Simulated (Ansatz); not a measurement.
In doubt: masses and optical values from hybrid runs of this build are listed as unsure, which bears on the screening that GW takes from such a start; one-shot GW on d or f shells is unsure, so the values of those runs are not to be relied on.

Rows from a G0W0 calculation on BaNaCeBiO6 (F-43m) (Ansatz 0.2.0; G0W0 on PBE0, plane waves, PAW; PAW set soft_1; 4×4×4 mesh, 900 empty bands, screening to 180 eV, PAW set soft_1 files), in eV. Spin-orbit coupling is left out.

```csv
row,k,band,start,Σx,Σc at the solution,Vxc
A,Γ,c2,10.530,-22.037,-10.431,-33.553
B,"(0.000, -0.500, -0.500)",v1,5.604,-25.806,4.162,-21.954
C,"(0.000, -0.500, -0.500)",c1,9.365,-17.140,-2.938,-20.423
D,Γ,c1,10.054,-16.052,-3.099,-19.483
E,"(0.000, -0.500, -0.500)",c2,10.545,-22.199,-10.494,-33.783
F,Γ,v1,5.627,-25.858,4.163,-22.009
```

**Question.** Give the quasiparticle energies and the shift of each level.

The quasiparticle equation reads E = start + Σx + Σc(E) − Vxc.

```csv
row,E (eV),shift (eV)
A,11.616,+1.085
B,5.915,+0.311
C,9.710,+0.344
D,10.387,+0.333
E,11.635,+1.090
F,5.941,+0.314
```

Limits: not at the basis limit; f levels unsure; no spin polarisation; f levels unsure; no spin-orbit coupling.

[Paths, hosts, dates, memory and timing lines, banners, echoed tables and standing remarks are left out of the program output.]

[Logs are printed without paths, hosts, clocks, repeated set-up lines and the standing remarks that a program may print on its own settings, such as how far it seeks lower states.]

[Runs of the session that timed out or met a known fault of the program may be left out.]

[Cells called generated may have been cut or substituted from an entry of the Crystallography Open Database or the Materials Project.]

[Hosts, paths, dates, database ids (printed as entryN), source tags and the programs' standing remarks are cut or masked in the printed files.]
